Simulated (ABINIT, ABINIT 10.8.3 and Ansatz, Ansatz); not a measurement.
**Excitons of LiBiB2O6 (R-3): kernels and approximations**

Wanted: excitons and ε₂ of LiBiB2O6 (R-3), with cost.

Program: ABINIT 10.8.3 and Ansatz 0.2.0. Level of theory: LDA and many-body steps on it, plane waves. Results are calculated unless marked as measured.

## 1. Starting point

Symmetry: R-3, No. 148, trigonal system. Conventional cell: a = 4.879 Å, b = 4.879 Å, c = 15.675 Å, α = 90.00°, β = 90.00°, γ = 120.00°. Li has 6 O at 2.22 Å nearest. B has 3 O at 1.38 Å nearest. Nearest to Bi lie 6 O at 2.17 Å. Nearest to O lie 1 B at 1.38 Å and 1 Bi at 2.17 Å and 1 Li at 2.22 Å. Farther neighbours and most contacts between anions are not listed.

The cell and positions are those that the Materials Project relaxed with its own functionals (PBE, PBE+U or r2SCAN), kept fixed. Spin-orbit coupling is left out unless a step names it.

## 2. Empty states on the mesh, 2×2×2 mesh, 90 bands

This step: ABINIT 10.8.3; DFT, LDA, plane waves, norm-conserving pseudopotentials.

The sums over transitions need many empty states on a uniform mesh; this step solves for them.

The input, run.abi:

```
acell 3*1.0 Angstrom
rprim 
  2.439250647883 1.408302018200 5.224968345293
  -2.439250647883 1.408302018200 5.224968345293
  0.000000000000 -2.816604036329 5.224968345313
ntypat 4
znucl 3 5 83 8
natom 10
typat 1 2 2 3 4 4 4 4 4 4
xred 
  0.500000000000 0.500000000000 0.500000000000
  0.254532000000 0.254532000000 0.254532000000
  0.745468000000 0.745468000000 0.745468000000
  0.000000000000 0.000000000000 0.000000000000
  0.031291000000 0.463879000000 0.746058000000
  0.536121000000 0.253942000000 0.968709000000
  0.253942000000 0.968709000000 0.536121000000
  0.746058000000 0.031291000000 0.463879000000
  0.463879000000 0.746058000000 0.031291000000
  0.968709000000 0.536121000000 0.253942000000
pp_dirpath "pseudos"
pseudos "Li.upf, B.upf, Bi.upf, O.upf"
ecut 36
ngkpt 2 2 2
nshiftk 1
shiftk 0 0 0
kptopt 1
chksymbreak 0
iscf -2
irdden 1
istwfk *1
nband 90
nbdbuf 8
tolwfr 1e-09
nstep 60
prtvol 0
indata_prefix "in"
outdata_prefix "out"
tmpdata_prefix "tmp"
```

Started as:

```
$ OMP_NUM_THREADS=1 mpirun -n 4 abinit run.abi > log
```

Numbers of over 12 decimals in the logs are rounded to 6 here.

Log:

```text
.Version 10.8.3 of ABINIT. v10.8.2 released Aug 2026.

 Symmetries : space group R-3 (#148); Bravais hR (rhombohedral)
[... echo of the input left out ...]
== DATASET  1 ==================================================================
-   mpi_nproc: 4, omp_nthreads: 1 (-1 if OMP is not activated)

--- !DatasetInfo
iteration_state: {dtset: 1, }
dimensions: {natom: 10, nkpt: 4, mband: 90, nsppol: 1, nspinor: 1, nspden: 1, mpw: 7556, }
cutoff_energies: {ecut:  36.0, pawecutdg:  -1.0, }
[...]
1.13274    1.13274    1.15105    1.15105    1.15304    1.19931    1.19931    1.21039
   1.21039    1.21697    1.21697    1.22825    1.28019    1.28130    1.28130    1.28423
   1.36494    1.38799
 prteigrs : prtvol=0 or 1, do not print more k-points.

== END DATASET(S) ==============================================================
================================================================================

 -outvars: echo values of variables after computation  --------
            nband          90
             nkpt           4
          spgroup         148
 [... the other variables as echoed above ...]

 Calculation completed.
```

Elapsed: 49 s, on 4 MPI ranks of Arm Neoverse N1, shared host; peak memory 0.41 GiB.

This step gave:

```
gap                                                           : 1.282 eV
k of the valence top                                          : 0.5, 0.5, 0
k of the conduction bottom                                    : 0.5, 0.5, 0.5
least direct gap                                              : 1.479 eV
k points computed                                             : 4
lowest point of the top converged band, above the valence top : 31.66 eV
```

On this mesh the gap is 1.282 eV.

The density comes from a self-consistent run that is not shown.

## 3. Screening, 2×2×2 mesh, 82 bands, screening to 98 eV

The RPA dielectric matrix is built and inverted for each q.

This step: RPA screening on LDA, plane waves, norm-conserving pseudopotentials.

Edit run.abi of step 2 so:

```diff
@@ -28,10 +28,11 @@
 chksymbreak 0
-iscf -2
-irdden 1
 istwfk *1
-nband 90
-nbdbuf 8
-tolwfr 1e-09
-nstep 60
-prtvol 0
+occopt 1
+irdwfk 1
+optdriver 3
+nband 82
+ecuteps 3.6
+inclvkb 2
+awtr 1
+symchi 1
 indata_prefix "in"
```

Log:

```text
.Version 10.8.3 of ABINIT. v10.8.2 released Aug 2026.

 Symmetries : space group R-3 (#148); Bravais hR (rhombohedral)
[... echo of the input left out ...]
== DATASET  1 ==================================================================
-   mpi_nproc: 4, omp_nthreads: 1 (-1 if OMP is not activated)

--- !DatasetInfo
iteration_state: {dtset: 1, }
dimensions: {natom: 10, nkpt: 4, mband: 82, nsppol: 1, nspinor: 1, nspden: 1, mpw: 7556, }
cutoff_energies: {ecut:  36.0, pawecutdg:  -1.0, }
[...]
--------------------------------------------------------------------------------
[... chi0 elements left out ...]
 For q-point:  0.000010 0.000020 0.000030
  dielectric constant =   5.6950
  dielectric constant without local fields =   6.8439

  Average fulfillment of the sum rule on Im[epsilon] for q-point    1 :     36.00  [%]
[... wings left out ...]
  q-point number  2        q = ( 0.500000, 0.000000, 0.000000) [r.l.u.]
--------------------------------------------------------------------------------
[... chi0 elements left out ...]
  Average fulfillment of the sum rule on Im[epsilon] for q-point    2 :     44.68  [%]

 [... 2 further q-points ...]
```

The job ended after 46 s (4 MPI ranks; peak memory 1.4 GiB; 3.1 min of CPU time).

Numbers from this step:

```yaml
eps_infinity_with_local_fields_on_this_mesh_along_the_program_s_q_direction: 5.695
the_same_without_local_fields: 6.844
plasma_frequency: 27.72 eV
plane_waves_in_the_screening_matrix: 231
```

Local fields lower ε∞ by 17 %. On a Γ-centred mesh this coarse the value itself is usually too large, while a short band sum pulls it down.

## 4. Self-energy, 2×2×2 mesh, 82 bands, screening to 98 eV

The self-energy is evaluated for the states that the input lists, and the levels follow from it, in one-shot runs by the linearised quasiparticle equation.

This step: G0W0 on LDA, plane waves, norm-conserving pseudopotentials.

Edit run.abi of step 3 so:

```diff
@@ -31,8 +31,19 @@
 irdwfk 1
-optdriver 3
+optdriver 4
 nband 82
+gwcalctyp 0
+ecutsigx 36
+symsigma 1
+nkptgw 3
+kptgw 
+  0.5000000000 0.5000000000 0.0000000000
+  0.5000000000 0.5000000000 0.5000000000
+  0.0000000000 0.0000000000 0.0000000000
+bdgw 
+  29 32
+  29 32
+  29 32
 ecuteps 3.6
-inclvkb 2
-awtr 1
-symchi 1
+irdscr 1
+ppmodel 1
 indata_prefix "in"
```

Log:

```text
.Version 10.8.3 of ABINIT. v10.8.2 released Aug 2026.

 Symmetries : space group R-3 (#148); Bravais hR (rhombohedral)
[... echo of the input left out ...]
== DATASET  1 ==================================================================
-   mpi_nproc: 4, omp_nthreads: 1 (-1 if OMP is not activated)

--- !DatasetInfo
iteration_state: {dtset: 1, }
dimensions: {natom: 10, nkpt: 4, mband: 82, nsppol: 1, nspinor: 1, nspden: 1, mpw: 7556, }
cutoff_energies: {ecut:  36.0, pawecutdg:  -1.0, }
[...]
Band     E0 <VxcDFT>   SigX SigC(E0)      Z dSigC/dE  Sig(E)    E-E0       E
[...]
31   2.779 -18.879 -16.259  -0.552   0.788  -0.268 -17.248   1.631   4.410
       32   8.132 -12.684  -6.854  -3.509   0.817  -0.224 -10.788   1.896  10.029

== END DATASET(S) ==============================================================
================================================================================

 -outvars: echo values of variables after computation  --------
           etotal      0.0000000000E+00
            nband          82
             nkpt           4
          spgroup         148
 [... the other variables as echoed above ...]

 Calculation completed.
```

It took 17 s on 4 MPI ranks; peak memory 1.2 GiB.

Numbers from this step:

```yaml
g0w0_gap_on_the_points_computed: 2.514 eV
starting_gap_on_the_mesh: 1.282 eV
k_of_the_valence_top: 0.5, 0.5, 0
k_of_the_conduction_bottom: 0.5, 0.5, 0.5
least_direct_g0w0_gap_on_the_computed_points: 2.818 eV
```

The gap on the mesh goes from 1.28 eV to 2.51 eV, a correction of +1.23 eV.

The gap opens by 1.232 eV; the next steps shift the empty bands rigidly by 1.232 eV. The least direct G0W0 gap is 2.818 eV, so this shift leaves the direct transitions −0.11 eV off.

## 5. Excitons

Light makes an electron and a hole together. The Bethe-Salpeter equation adds their screened attraction and their exchange, in a window of bands around the gap.

This step: Bethe-Salpeter equation on LDA with a scissors shift, plane waves, norm-conserving pseudopotentials.

Edit run.abi of step 4 so:

```diff
@@ -31,19 +31,17 @@
 irdwfk 1
-optdriver 4
-nband 82
-gwcalctyp 0
-ecutsigx 36
-symsigma 1
-nkptgw 3
-kptgw 
-  0.5000000000 0.5000000000 0.0000000000
-  0.5000000000 0.5000000000 0.5000000000
-  0.0000000000 0.0000000000 0.0000000000
-bdgw 
-  29 32
-  29 32
-  29 32
+optdriver 99
+bs_calctype 1
+mbpt_sciss 1.232 eV
+bs_loband 15
+nband 32
+bs_exchange_term 1
+bs_coulomb_term 11
+bs_coupling 0
+bs_algorithm 1
+bs_freq_mesh 0 9 0.05 eV
+zcut 0.15 eV
 ecuteps 3.6
+ecutwfn 18
+inclvkb 2
 irdscr 1
-ppmodel 1
 indata_prefix "in"
```

Log:

```text
.Version 10.8.3 of ABINIT. v10.8.2 released Aug 2026.

 Symmetries : space group R-3 (#148); Bravais hR (rhombohedral)
[... echo of the input left out ...]
== DATASET  1 ==================================================================
-   mpi_nproc: 4, omp_nthreads: 1 (-1 if OMP is not activated)

--- !DatasetInfo
iteration_state: {dtset: 1, }
dimensions: {natom: 10, nkpt: 4, mband: 32, nsppol: 1, nspinor: 1, nspden: 1, mpw: 2677, }
cutoff_energies: {ecut:  18.0, pawecutdg:  -1.0, }
electrons: {nelect:   6.00000000E+01, charge:   0.00000000E+00, occopt:   1.00000000E+00, tsmear:   1.00000000E-02, }

 Exciton: Calculation of dielectric properties by solving the Bethe-Salpeter equation
 in frequency domain and reciprocal space on a transitions basis set.
 Based on a program developed by L. Reining, V. Olevano, F. Sottile,
 S. Albrecht, and G. Onida. Incorporated in ABINIT by M. Giantomassi.

.Using double precision arithmetic ; gwpc =  8

[... cell and pseudopotentials left out ...]
--------------------------------------------------------------------------------

 ==== K-mesh for the wavefunctions ====
 Number of points in the irreducible wedge :     4
[... list of points left out ...]
 Together with  6 symmetry operations and time-reversal symmetry
 yields     8 points in the full Brillouin Zone.

 ==== Q-mesh for the screening function ====
 Number of points in the irreducible wedge :     4
[... list of points left out ...]
 Together with  6 symmetry operations and time-reversal symmetry
 yields     8 points in the full Brillouin Zone.

 vcoul_init : cutoff-mode = AUXILIARY_FUNCTION
 q-points for optical limit:   1
     1)      0.000010    0.000020    0.000030
 setmesh: FFT mesh size selected  =    32x   32x   32
          total number of points  =        32768

 ==== Fundamental parameters for the solution of the Bethe-Salpeter equation: ====
 Algorithm: Direct diagonalization.
 Dimension of the v, W matrices,  npweps  = 231
 Cutoff for the wavefunctions,    npwwfn  = 2677
 Number of k-points in the IBZ,   nkibz   = 4
 Highest empty band included,     nband   = 32
 === Spin UP ===
 Number of resonant transitions          256
 Lowest occupied state                   15
 Highest occupied state                  30
 Lowest unoccupied state                 31
 Highest unoccupied state                32
 Minimum frequency [eV]           Emin    =   0.00
 Maximum frequency [eV]           Emax    =   9.00
 Frequency step [eV]              dE      =   0.05
 Lorentzian broadening [eV]       eta     =   0.15
 RPA L0 with KS energies and KS wavefunctions
 Scissors operator energy [eV] =          1.23
 Local fields effects (v term) included
 Excitonic effects (W term) included
 Full W_GG' included
 W is read from an external SCR file
 Resonant-only calculation (Hermitian case)

 Calculating epsilon_Macro(q-->0,w), along the following directions:
 q = (  1.226895  0.000000  0.000000) [r.l.u.]
 q = (  0.000000  1.226895  0.000000) [r.l.u.]
 q = (  0.000000  0.000000  1.226895) [r.l.u.]
 q = (  0.733627 -0.733627 -0.000000) [r.l.u.]
 q = (  0.423560  0.423560 -0.847120) [r.l.u.]
 q = (  1.571458  1.571458  1.571458) [r.l.u.]
 Number of electrons calculated from density =   59.9300; Expected =   60.0000
 average of density, n =  0.082463
 r_s =    1.4252
 omega_plasma =   27.7004 [eV]

. Writing resonant excitonic Hamiltonian on file out_BSR; file size=   0.00 [Gb].
 Direct diagonalization of the resonant excitonic Hamiltonian, Matrix size= 256
. Using LAPACK sequential version.
 Excitonic eigenvalues in eV up to n=   32
   1.97758   1.98814   2.05325   2.06021   2.23168   2.26578   2.27235   2.33341
   2.36362   2.37037   2.41794   2.58010   2.59261   2.61660   2.62414   2.72419
   2.74183   2.75104   2.77148   2.78525   2.79321   2.84952   2.85258   2.85627
   2.94515   2.94917   3.01560   3.09054   3.09824   3.10378   3.12091   3.12748

 First excitonic eigenvalue=    1.98 [eV]
 Last  excitonic eigenvalue=   12.90 [eV]

 GW  direct gap       2.71  0.00 [eV]
 EXC direct gap       1.98  0.00 [eV]
 EXC binding energy   0.73  0.00 [eV]

 Excitonic eigenvalues up to the GW energy gap [eV]
  1 (  1.98  0.00)
  2 (  1.99  0.00)
  3 (  2.05  0.00)
  4 (  2.06  0.00)
  5 (  2.23  0.00)
  6 (  2.27  0.00)
[...]
13 (  2.59  0.00)
 14 (  2.62  0.00)
 15 (  2.62  0.00)

 Macroscopic dielectric function:
 omega [eV] <KS_RPA_nlf>  <GW_RPA_nlf>  <BSE>
   0.0000   6.4211   0.0000   4.5881   0.0000   5.2287   0.0000
   0.0500   6.4240   0.0177   4.5888   0.0041   5.2301   0.0083
   0.1000   6.4326   0.0355   4.5908   0.0083   5.2341   0.0166
   0.1500   6.4470   0.0537   4.5942   0.0124   5.2409   0.0250
   0.2000   6.4674   0.0723   4.5990   0.0166   5.2505   0.0335
   0.2500   6.4939   0.0916   4.6052   0.0208   5.2630   0.0422
   0.3000   6.5268   0.1118   4.6128   0.0251   5.2783   0.0512
   0.3500   6.5663   0.1330   4.6218   0.0295   5.2965   0.0604
   0.4000   6.6129   0.1556   4.6323   0.0340   5.3179   0.0700
   0.4500   6.6669   0.1799   4.6443   0.0385   5.3424   0.0799

 Writing KS-RPA macroscopic dielectric function without local fields to file: out_RPA_NLF_MDF
 Writing GW-RPA macroscopic dielectric function without local fields to file: out_GW_NLF_MDF
 Writing EXC Macroscopic dielectric function to file: out_EXC_MDF

== END DATASET(S) ==============================================================
================================================================================

 -outvars: echo values of variables after computation  --------
           etotal      0.0000000000E+00
            nband          32
             nkpt           4
          spgroup         148
 [... the other variables as echoed above ...]

 Calculation completed.
```

Run time: 22 s. Hardware: 4 MPI ranks; peak memory 0.47 GiB.

This step gave:

- direct gap of the transition levels: 2.710 eV
- transitions in the window: 256
- first strong exciton (over a fiftieth of the strongest listed): 1.978 eV
- lowest state: 1.978 eV
- binding of the lowest state below the direct gap: 0.7329 eV
- Coulomb term of one mesh cell: 0.7547 eV

The binding is 0.97 times the screened Coulomb term of one mesh cell (0.75 eV), so it is not shown settled.

The lowest state lies at 1.978 eV, 0.733 eV under the direct gap.

Lines within 3 meV are set at the lowest of them, and the highest group, which the list may cut short, is left out. Lines of the exciton spectrum (strongest = 100):

| position (eV) | oscillator strength, relative |
| --- | --- |
| 1.978 | 30 |
| 1.988 | 31 |
| 2.053 | 5.1 |
| 2.060 | 2.9 |
| 2.232 | 0.4 |
| 2.266 | 0.4 |
| 2.272 | 0.2 |
| 2.333 | 2.5 |
| 2.364 | 100 |
| 2.370 | 96 |
| 2.418 | 1.6 |
| 2.580 | 11 |
| 2.593 | 11 |
| 2.617 | 1.7 |
| 2.624 | 1.7 |

The ε₂ has structure finer than the step of the table below, so its rows give means over 0.2 eV, whole bins alone (the curve runs from 0 to 9 eV). Peaks (eV: height): BSE 2.35: 10.5, 3.45: 6.50, 4.20: 3.28, 8.25: 3.16; no electron-hole interaction 3.10: 9.43, 3.50: 8.33, 4.15: 6.77, 8.10: 3.29; Kohn-Sham, no shift 1.85: 9.44, 2.30: 8.39, 2.90: 6.77, 6.85: 3.29.

Mean over the three Cartesian directions of q; broadening 0.15 eV; transition window only. Limits: finite bands, cutoff and mesh; exchange with frozen shells missing; no spin-orbit coupling; coarse k mesh; exciton not shown settled in the k mesh. The ε₂ by photon energy; means over each step:

| photon energy (eV) | BSE | no electron-hole interaction | Kohn-Sham, no shift |
| --- | --- | --- | --- |
| 0.2 | 0.0286 | 0.0145 | 0.0625 |
| 0.4 | 0.0596 | 0.0297 | 0.135 |
| 0.6 | 0.0963 | 0.0463 | 0.230 |
| 0.8 | 0.143 | 0.0652 | 0.379 |
| 1.0 | 0.209 | 0.0878 | 0.661 |
| 1.2 | 0.310 | 0.116 | 1.39 |
| 1.4 | 0.491 | 0.153 | 3.61 |
| 1.6 | 0.891 | 0.205 | 4.88 |
| 1.8 | 2.13 | 0.281 | 8.13 |
| 2.0 | 4.44 | 0.408 | 6.67 |
| 2.2 | 6.19 | 0.650 | 7.02 |
| 2.4 | 9.35 | 1.25 | 6.72 |
| 2.6 | 5.21 | 3.21 | 4.45 |
| 2.8 | 3.48 | 4.80 | 6.00 |
| 3.0 | 2.91 | 7.58 | 6.02 |
| 3.2 | 3.96 | 7.27 | 3.14 |
| 3.4 | 6.14 | 6.60 | 1.87 |
| 3.6 | 4.61 | 7.25 | 2.23 |
| 3.8 | 2.49 | 4.54 | 2.59 |
| 4.0 | 2.20 | 5.69 | 2.30 |
| 4.2 | 3.08 | 6.31 | 1.40 |
| 4.4 | 1.95 | 3.61 | 1.22 |
| 4.6 | 1.04 | 1.93 | 1.94 |
| 4.8 | 0.955 | 2.11 | 1.38 |
| 5.0 | 1.19 | 2.63 | 0.768 |
| 5.2 | 1.67 | 2.38 | 0.509 |
| 5.4 | 1.04 | 1.55 | 0.492 |
| 5.6 | 0.632 | 1.16 | 0.415 |
| 5.8 | 0.557 | 1.87 | 0.488 |
| 6.0 | 0.464 | 1.54 | 0.633 |
| 6.2 | 0.362 | 0.842 | 1.38 |
| 6.4 | 0.429 | 0.531 | 2.52 |
| 6.6 | 0.666 | 0.507 | 2.62 |
| 6.8 | 1.39 | 0.423 | 3.05 |
| 7.0 | 2.40 | 0.479 | 2.61 |
| 7.2 | 2.67 | 0.594 | 2.54 |
| 7.4 | 2.54 | 1.19 | 2.05 |
| 7.6 | 2.53 | 2.43 | 1.50 |
| 7.8 | 2.92 | 2.62 | 1.27 |
| 8.0 | 2.69 | 2.96 | 1.37 |
| 8.2 | 2.95 | 2.77 | 1.09 |
| 8.4 | 2.12 | 2.50 | 0.616 |
| 8.6 | 1.59 | 2.16 | 0.469 |
| 8.8 | 1.79 | 1.61 | 0.850 |

(Continued in part 2 of 3.)

[Paths, hosts, dates, memory and timing lines, banners, echoed tables and standing remarks are left out of the program output.]

[Logs are printed without paths, hosts, clocks, repeated set-up lines and the standing remarks that a program may print on its own settings, such as how far it seeks lower states.]

[Runs of the session that timed out or met a known fault of the program may be left out.]

[Hosts, paths, dates, database ids (printed as entryN), source tags and the programs' standing remarks are cut or masked in the printed files.]

[G0W0 gaps are taken among the corrected bands and points alone; a level outside them can change the order at an edge.]

[Where Ansatz stands beside ABINIT at settings called matched, ABINIT's density can come from a denser mesh and the files from another edition; pairs whose starting gaps differed by over 0.03 eV were left out, so agreement reads better than it is.]
